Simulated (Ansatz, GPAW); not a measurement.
# 2H-NbSTe 3 layers, 2H (AA') in an electric field

How does 2H-NbSTe 3 layers, 2H (AA') screen a perpendicular field?

Method: Ansatz plane waves; layer without images along its normal, relaxation of atoms and in-plane cell, with D3(BJ) dispersion, in the first sound run; inputs show where later runs differ, in GPAW 26.7.0 and Ansatz 0.2.0.

Most raw output is cut from this account.

## (1) The structure

The cell holds 9 atoms: 3 Te, 3 Nb and 3 S. Cell: a = 3.620 Å, b = 3.620 Å, c = 34.587 Å, α = 90.0°, β = 90.0°, γ = 120.0°. Regions: layer 1: 2H-NbSTe, 3 atoms (1 Te, 1 Nb and 1 S); layer 2: 2H-NbSTe, 3 atoms (1 Te, 1 Nb and 1 S); layer 3: 2H-NbSTe, 3 atoms (1 Te, 1 Nb and 1 S). Vacuum lies along c.

## (2) Relaxation

The atoms are relaxed first, since the surface dipole, and with it the work function, follows the positions of the outer layers.

Input file input.yaml:

```yaml
crystal:
  lattice:
    - [3.620432, 0.0, 0.0]
    - [-1.810216, 3.1353860847, 0.0]
    - [0.0, 0.0, 34.5869827852]
  atoms:
    - { symbol: Te, position: [0.3333333333, 0.6666666667, 0.2602135045] }
    - { symbol: Nb, position: [0.0, 0.0, 0.31732744] }
    - { symbol: S, position: [0.3333333333, 0.6666666667, 0.3593546838] }
    - { symbol: Te, position: [0.0, 0.0, 0.4504294103] }
    - { symbol: Nb, position: [0.3333333333, 0.6666666667, 0.5075433459] }
    - { symbol: S, position: [0.0, 0.0, 0.5495705897] }
    - { symbol: Te, position: [0.3333333333, 0.6666666667, 0.6406453162] }
    - { symbol: Nb, position: [0.0, 0.0, 0.6977592518] }
    - { symbol: S, position: [0.3333333333, 0.6666666667, 0.7397864955] }
  periodic: [true, true, false]
kpoints:
  mp_grid: { grid: [9, 9, 1] }
hamiltonian:
  xc: pbe
  dispersion: d3bj
scf:
  occupations: { method: fermi_dirac, width: 0.05 }
relax:
  f_tol: 0.01
  max_steps: 90
  cell: {}
```

The run is started by

```console
ansatz run input.yaml --threads 4 --pin off --max-ram 8192MiB --backend cpu --events-out ev --progress --plain --runs-dir out
```

Wall time 67 s (4 threads of Intel Xeon Platinum 8488C (Sapphire Rapids), shared host); peak memory 1.5 GiB; 4.1 min of CPU time.

This run has no spin polarisation although its electron count is odd.

The steps of the relaxation:

```csv
step,energy less that of the first step (eV),largest force component (eV/Å),volume (Å³)
1,0.0000,1.0106,646.74
2,-0.3315,1.4535,585.05
3,-0.5364,0.3841,586.98
4,-0.5709,0.0265,599.07
5,-0.5728,0.0121,595.67
6,-0.5729,0.0010,595.74
7*,-0.5707,0.0013,595.74
```

Relaxation steps marked * repeat the geometry before them on a plane-wave basis chosen anew for their cell, so energy and pressure can jump there.

The run keeps the 6 symmetry operations that it works with, so distortions that break them were not tested.

```csv
cell as run,before,after,change
a (Å),3.620,3.475,-4.0 %
b (Å),3.620,3.475,-4.0 %
```

The atoms that moved most (Å, along periodic axes as changes of fractional coordinates times the final cell, across vacuum about the mean position):

```csv
atom,dx,dy,dz,length
S9,0.000,0.000,-0.184,0.184
Te1,0.000,0.000,0.178,0.178
Nb2,0.000,0.000,0.162,0.162
Nb8,0.000,0.000,-0.148,0.148
Te7,0.000,0.000,-0.144,0.144
S3,0.000,0.000,0.138,0.138
S6,0.000,0.000,-0.022,0.022
Te4,0.000,0.000,0.017,0.017
```

This step gave:

| Item | Value |
| --- | --- |
| free energy | -37313.3938 eV |
| smearing term TS | 0.1018 eV |
| symmetry operations | 6 |

The relaxation lowered the energy of the cell by 0.571 eV.

## (3) Plane waves, PBE

The work function is the vacuum plateau of the electrostatic potential less the Fermi level; a dipole layer lets the two faces have plateaus of their own.

This step: GPAW, PAW setups; slab in vacuum (GPAW 26.7.0).

The cell differs from the one that the last finished run ended in (c 56.974 → 34.225 Å).

Input file run.py:

```python
import json
import numpy as np
from ase import Atoms
from gpaw import GPAW, PW

slab = Atoms(
    ['Te', 'Nb', 'S', 'Te', 'Nb', 'S', 'Te', 'Nb', 'S'],
    positions=[
        [-0.00000, 2.00615, 9.00000],
        [0.00000, -0.00000, 10.95934],
        [-0.00000, 2.00615, 12.38853],
        [0.00000, -0.00000, 15.41813],
        [-0.00000, 2.00615, 17.38008],
        [0.00000, -0.00000, 18.80788],
        [-0.00000, 2.00615, 21.83557],
        [0.00000, -0.00000, 23.80761],
        [-0.00000, 2.00615, 25.22471]],
    cell=[[3.47475, 0.0, 0.0], [-1.73738, 3.00922, -0.0], [0.0, -0.0, 34.2247]],
    pbc=[True, True, False])

slab.calc = GPAW(mode=PW(400), xc='PBE', kpts={'size': (9, 9, 1), 'gamma': True},
                 occupations={'name': 'fermi-dirac', 'width': 0.05}, nbands='160%',
                 convergence={'density': 1e-05}, maxiter=200,
                 poissonsolver={'dipolelayer': 'xy'},
                 symmetry={'tolerance': 1e-3}, txt='slab.txt')
result = {}
energy = slab.get_potential_energy()
fermi = slab.calc.get_fermi_level()
v = slab.calc.get_electrostatic_potential().mean((0, 1)) - fermi
n = slab.calc.get_pseudo_density().mean((0, 1))
L = slab.cell[2, 2]
z = np.arange(len(v)) * L / len(v)
low, high = slab.positions[:, 2].min(), slab.positions[:, 2].max()
below, above = np.interp([low - 6.8, high + 6.8], z, v)
slopes = [np.interp(x, z, np.gradient(v, z)) for x in (low - 6.8, high + 6.8)]
eps = np.array([[slab.calc.get_eigenvalues(k, s) for k in range(len(slab.calc.get_ibz_k_points()))]
                for s in range(slab.calc.get_number_of_spins())]) - fermi
top, bottom = eps[eps < 0].max(), eps[eps > 0].min()
dipole = slab.get_dipole_moment()[2]
print(f'energy {energy:.4f} eV, Fermi level {fermi:.4f} eV, dipole {dipole:.5f} e A')
print(f'potential 6.8 A off the faces, from the Fermi level: lower {below:.4f} eV, upper {above:.4f} eV')
print(f'slope of the potential there: lower {slopes[0]:.5f}, upper {slopes[1]:.5f} eV/A')
print(f'nearest levels on the mesh: {top:.4f} and {bottom:.4f} eV')
print('magnetic moment', round(slab.get_magnetic_moment(), 3))
result.update(energy=energy, fermi=fermi, dipole=dipole, below=below, above=above, slopes=slopes, edges=[top, bottom],
              z=z.tolist(), v=v.tolist(), n=n.tolist(), positions=slab.positions.tolist(),
              forces=slab.get_forces(apply_constraint=False).tolist(), moments=slab.get_magnetic_moments().tolist())
json.dump(result, open('result.json', 'w'))
```

The run is started by

```console
OMP_NUM_THREADS=1 OPENBLAS_NUM_THREADS=1 python run.py
```

Run time: 4.3 min. Hardware: 1 thread; peak memory 0.32 GiB.

This step gave:

| Item | Value |
| --- | --- |
| dipole along the normal | -0.03668 e·Å |
| levels nearest the Fermi level on the mesh | -0.003791, 0.02624 eV from the Fermi level |
| upper work function | 5.514 eV |
| lower work function | 4.905 eV |

The electrostatic potential energy of an electron (without an applied field's), less the Fermi level, planar mean oscillates, so the rows of the table below give means over windows of 1.93 Å about each position, cut where the curve ends. Its maxima inside the range that stand out by 2 % of the span (Å: eV): 9.9: -3.23, 11.8: -6.68, 13.7: 4.07, 16.4: -3.20, 18.2: -6.70, 20.1: 4.06, 22.8: -3.15, 24.6: -6.87. Its minima: 9.0: -21.4, 10.9: -18.3, 12.4: -15.4, 15.4: -21.3, 17.4: -18.3, 18.8: -15.4, 21.8: -21.4, 23.9: -18.4, 25.2: -15.4.

The electrostatic potential energy of an electron (without an applied field's), less the Fermi level, planar mean by z; means over each step:

z (Å), electrostatic potential energy of an electron (without an applied field's), less the Fermi level, planar mean (eV) and a bar from the least value:
```
     0.96        4.9 #############################
     2.90        4.9 #############################
     4.83        4.9 #############################
     6.76        4.5 ############################
     8.69       -9.9 ####
    10.62      -10.3 ###
    12.55       -6.3 ##########
    14.48       -3.9 ##############
    16.41      -10.6 ###
    18.34      -11.3 #
    20.27        1.4 #######################
    22.20      -11.2 ##
    24.13      -12.1 
    26.06       -1.3 ##################
    27.99        5.5 ##############################
    29.92        5.5 ##############################
    31.85        5.5 ##############################
    33.78        5.5 ##############################
```

The pseudo valence density, planar mean oscillates, so the rows of the table below give means over windows of 1 Å about each position, cut where the curve ends. Its maxima inside the range that stand out by 2 % of the span (Å: e/Å³): 8.6: 0.302, 9.6: 0.367, 10.9: 1.15, 15.0: 0.302, 16.0: 0.366, 17.3: 1.14, 21.4: 0.302, 22.5: 0.365, 23.7: 1.14. Its minima: 9.0: 0.105, 10.1: 0.321, 13.9: 0.0631, 15.4: 0.105, 16.5: 0.320, 20.3: 0.0632, 21.8: 0.104, 22.9: 0.315.

Table of pseudo valence density, planar mean by z; means over each step:

z (Å), pseudo valence density, planar mean (e/Å³) and a bar:
```
        5       0.00 
        6       0.00 
        7       0.02 #
        8       0.17 ######
        9       0.22 ########
       10       0.38 #############
       11       0.89 ##############################
       12       0.45 ###############
       13       0.25 ########
       14       0.10 ###
       15       0.22 ########
       16       0.30 ##########
       17       0.72 ########################
       18       0.63 #####################
       19       0.35 ############
       20       0.10 ####
       21       0.20 #######
       22       0.24 ########
       23       0.43 ##############
       24       0.87 #############################
       25       0.42 ##############
       26       0.19 #######
       27       0.01 
       28       0.00 
       29       0.00
```

Force by atom:

```csv
atom,x (eV/Å),y (eV/Å),z (eV/Å),size
Te1,0.000,0.000,-0.076,0.076
Nb2,0.000,0.000,-0.107,0.107
S3,0.000,0.000,-0.046,0.046
Te4,0.000,0.000,0.083,0.083
Nb5,0.000,0.000,-0.051,0.051
S6,0.000,0.000,-0.033,0.033
Te7,0.000,0.000,0.111,0.111
Nb8,0.000,0.000,0.046,0.046
S9,0.000,0.000,0.071,0.071
```

The potential is flat to 7.6e-5 eV/Å where it is read, so the vacuum is wide enough. The geometry is the other program's minimum (found with a dispersion term); here the largest force on a free atom is 0.11 eV/Å.

## (4) Field on

A uniform field along the normal polarises the slab; the atoms stay fixed, so this is the electronic response alone.

Edit run.py of step 3 so:

```diff
@@ -4,2 +4,3 @@
 from gpaw import GPAW, PW
+from gpaw.external import ConstantElectricField
 
@@ -24,2 +25,3 @@
                  poissonsolver={'dipolelayer': 'xy'},
+                 external=ConstantElectricField(-0.2, [0, 0, 1]),
                  symmetry={'tolerance': 1e-3}, txt='slab.txt')
```

Wall time 11 min (1 thread); peak memory 0.63 GiB.

This step gave:

* dipole along the normal: -0.2493 e·Å
* levels nearest the Fermi level on the mesh: -0.003754, 0.02686 eV from the Fermi level
* potential below the slab, the applied field's own ramp left out: 3.020 eV from the Fermi level
* potential above the slab, the applied field's own ramp left out: 7.334 eV from the Fermi level

The electrostatic potential energy of an electron (without an applied field's), less the Fermi level, planar mean oscillates, so the rows of the table below give means over windows of 1.93 Å about each position, cut where the curve ends. Its maxima inside the range that stand out by 2 % of the span (Å: eV): 9.9: -4.66, 11.8: -7.75, 13.7: 3.39, 16.4: -3.35, 18.2: -6.48, 20.1: 4.66, 22.8: -2.01, 24.6: -5.38, 29.6: 7.33. Its minima: 9.0: -23.0, 10.9: -19.6, 12.4: -16.4, 15.4: -21.7, 17.4: -18.3, 18.8: -15.1, 21.8: -20.4, 23.9: -17.0, 25.2: -13.8.

Table of electrostatic potential energy of an electron (without an applied field's), less the Fermi level, planar mean by z; means over each step:

z (Å), electrostatic potential energy of an electron (without an applied field's), less the Fermi level, planar mean (eV) and a bar from the least value:
```
     0.96        3.2 ########################
     2.90        3.0 #######################
     4.83        3.0 #######################
     6.76        2.7 #######################
     8.69      -11.6 
    10.62      -11.6 
    12.55       -7.2 #######
    14.48       -4.4 ###########
    16.41      -10.7 #
    18.34      -11.0 #
    20.27        2.1 ######################
    22.20      -10.2 ##
    24.13      -10.7 ##
    26.06        0.4 ###################
    27.99        7.3 ##############################
    29.92        7.3 ##############################
    31.85        7.3 ##############################
    33.78        7.2 ##############################
```

Force by atom:

```csv
atom,x (eV/Å),y (eV/Å),z (eV/Å),size
Te1,0.000,0.000,-0.095,0.095
Nb2,0.000,0.000,-0.092,0.092
S3,0.000,0.000,-0.043,0.043
Te4,0.000,0.000,0.083,0.083
Nb5,0.000,0.000,-0.049,0.049
S6,0.000,0.000,-0.033,0.033
Te7,0.000,0.000,0.122,0.122
Nb8,0.000,0.000,0.016,0.016
S9,0.000,0.000,0.093,0.093
```

The dipole is now -0.249 e Å, against -0.037 in the run without a field.

## (5) In a field

Edit run.py of step 4 so:

```diff
@@ -25,3 +25,3 @@
                  poissonsolver={'dipolelayer': 'xy'},
-                 external=ConstantElectricField(-0.2, [0, 0, 1]),
+                 external=ConstantElectricField(-0.1, [0, 0, 1]),
                  symmetry={'tolerance': 1e-3}, txt='slab.txt')
```

The job ended after 9.9 min (1 thread; peak memory 0.62 GiB).

This step gave:

```yaml
dipole_along_the_normal: -0.1423 e·Å
levels_nearest_the_fermi_level_on_the_mesh: -0.003725, 0.02656 eV from the Fermi level
potential_below_the_slab_the_applied_field_s_own_ramp_left_out: 3.962 eV from the Fermi level
potential_above_the_slab_the_applied_field_s_own_ramp_left_out: 6.423 eV from the Fermi level
```

The electrostatic potential energy of an electron (without an applied field's), less the Fermi level, planar mean oscillates, so the rows of the table below give means over windows of 1.93 Å about each position, cut where the curve ends. Its maxima inside the range that stand out by 2 % of the span (Å: eV): 9.9: -3.94, 11.8: -7.22, 13.7: 3.73, 16.4: -3.27, 18.2: -6.59, 20.1: 4.36, 22.8: -2.58, 24.6: -6.12, 29.6: 6.42. Its minima: 9.0: -22.2, 10.9: -18.9, 12.4: -15.9, 15.4: -21.5, 17.4: -18.3, 18.8: -15.3, 21.8: -20.9, 23.9: -17.7, 25.2: -14.6.

Electrostatic potential energy of an electron (without an applied field's), less the Fermi level, planar mean against z; means over each step:

```csv
z (Å),"electrostatic potential energy of an electron (without an applied field's), less the Fermi level, planar mean (eV)"
0.96,4.08
2.90,3.96
4.83,3.96
6.76,3.61
8.69,-10.7
10.62,-11.0
12.55,-6.76
14.48,-4.14
16.41,-10.7
18.34,-11.2
20.27,1.75
22.20,-10.7
24.13,-11.4
26.06,-0.434
27.99,6.40
29.92,6.42
31.85,6.42
33.78,6.33
```

Force by atom:

```csv
atom,x (eV/Å),y (eV/Å),z (eV/Å),size
Te1,0.000,0.000,-0.085,0.085
Nb2,0.000,0.000,-0.100,0.100
S3,0.000,0.000,-0.044,0.044
Te4,0.000,0.000,0.083,0.083
Nb5,0.000,0.000,-0.050,0.050
S6,0.000,0.000,-0.033,0.033
Te7,0.000,0.000,0.116,0.116
Nb8,0.000,0.000,0.030,0.030
S9,0.000,0.000,0.082,0.082
```

The dipole is now -0.142 e Å, against -0.037 in the run without a field.

## (6) In a field

Edit run.py of step 5 so:

```diff
@@ -25,3 +25,3 @@
                  poissonsolver={'dipolelayer': 'xy'},
-                 external=ConstantElectricField(-0.1, [0, 0, 1]),
+                 external=ConstantElectricField(-0.05, [0, 0, 1]),
                  symmetry={'tolerance': 1e-3}, txt='slab.txt')
```

It took 13 min on 1 thread; peak memory 0.63 GiB.

## (7) In a field

Edit run.py of step 6 so:

```diff
@@ -25,3 +25,3 @@
                  poissonsolver={'dipolelayer': 'xy'},
-                 external=ConstantElectricField(-0.05, [0, 0, 1]),
+                 external=ConstantElectricField(0.05, [0, 0, 1]),
                  symmetry={'tolerance': 1e-3}, txt='slab.txt')
```

Run time: 10 min. Hardware: 1 thread; peak memory 0.62 GiB.

The electrostatic potential energy of an electron (without an applied field's), less the Fermi level, planar mean oscillates, so the rows of the table below give means over windows of 1.93 Å about each position, cut where the curve ends. Its maxima inside the range that stand out by 2 % of the span (Å: eV): 9.9: -2.87, 11.8: -6.41, 13.7: 4.24, 16.4: -3.16, 18.2: -6.75, 20.1: 3.91, 22.8: -3.43, 24.6: -7.25. Its minima: 9.0: -21.0, 10.9: -18.0, 12.4: -15.2, 15.4: -21.3, 17.4: -18.3, 18.8: -15.5, 21.8: -21.6, 23.9: -18.7, 25.2: -15.8.

The electrostatic potential energy of an electron (without an applied field's), less the Fermi level, planar mean by z; means over each step:

```csv
z (Å),"electrostatic potential energy of an electron (without an applied field's), less the Fermi level, planar mean (eV)"
0.96,5.36
2.90,5.38
4.83,5.38
6.76,5.01
8.69,-9.48
10.62,-10.0
12.55,-6.08
14.48,-3.75
16.41,-10.5
18.34,-11.4
20.27,1.27
22.20,-11.4
24.13,-12.4
26.06,-1.73
27.99,5.04
29.92,5.06
31.85,5.06
33.78,5.07
```

## (8) In a field

Edit run.py of step 7 so:

```diff
@@ -25,3 +25,3 @@
                  poissonsolver={'dipolelayer': 'xy'},
-                 external=ConstantElectricField(0.05, [0, 0, 1]),
+                 external=ConstantElectricField(0.1, [0, 0, 1]),
                  symmetry={'tolerance': 1e-3}, txt='slab.txt')
```

It took 15 min on 1 thread; peak memory 0.63 GiB.

The dipole is now 0.0718 e Å, against -0.037 in the run without a field.

## (9) Field on

Edit run.py of step 8 so:

```diff
@@ -25,3 +25,3 @@
                  poissonsolver={'dipolelayer': 'xy'},
-                 external=ConstantElectricField(0.1, [0, 0, 1]),
+                 external=ConstantElectricField(0.2, [0, 0, 1]),
                  symmetry={'tolerance': 1e-3}, txt='slab.txt')
```

It took 12 min on 1 thread; peak memory 0.63 GiB.

The electrostatic potential energy of an electron (without an applied field's), less the Fermi level, planar mean oscillates, so the rows of the table below give means over windows of 1.93 Å about each position, cut where the curve ends. Its maxima inside the range that stand out by 2 % of the span (Å: eV): 4.0: 6.80, 9.9: -1.80, 11.8: -5.61, 13.7: 4.76, 16.4: -3.05, 18.2: -6.91, 20.1: 3.46, 22.8: -4.29, 24.6: -8.37. Its minima: 9.0: -19.8, 11.0: -17.1, 12.4: -14.5, 15.4: -21.0, 17.4: -18.4, 18.8: -15.8, 21.8: -22.3, 23.9: -19.8, 25.2: -17.1.

The electrostatic potential energy of an electron (without an applied field's), less the Fermi level, planar mean by z; means over each step:

z (Å), electrostatic potential energy of an electron (without an applied field's), less the Fermi level, planar mean (eV) and a bar from the least value:
```
     0.96        6.6 ##############################
     2.90        6.8 ##############################
     4.83        6.8 ##############################
     6.76        6.4 #############################
     8.69       -8.2 ########
    10.62       -9.1 #######
    12.55       -5.4 ############
    14.48       -3.4 ###############
    16.41      -10.4 #####
    18.34      -11.5 ###
    20.27        0.8 #####################
    22.20      -12.2 ##
    24.13      -13.5 
    26.06       -3.0 ###############
    27.99        3.7 #########################
    29.92        3.7 #########################
    31.85        3.7 #########################
    33.78        3.8 ##########################
```

The dipole is now 0.179 e Å, against -0.037 in the run without a field.

(Continued in part 2 of 2.)

[Logs are printed without paths, hosts, clocks, repeated set-up lines and the standing remarks that a program may print on its own settings, such as how far it seeks lower states.]

[Hosts, paths, dates, database ids (printed as entryN), source tags and the programs' standing remarks are cut or masked in the printed files.]
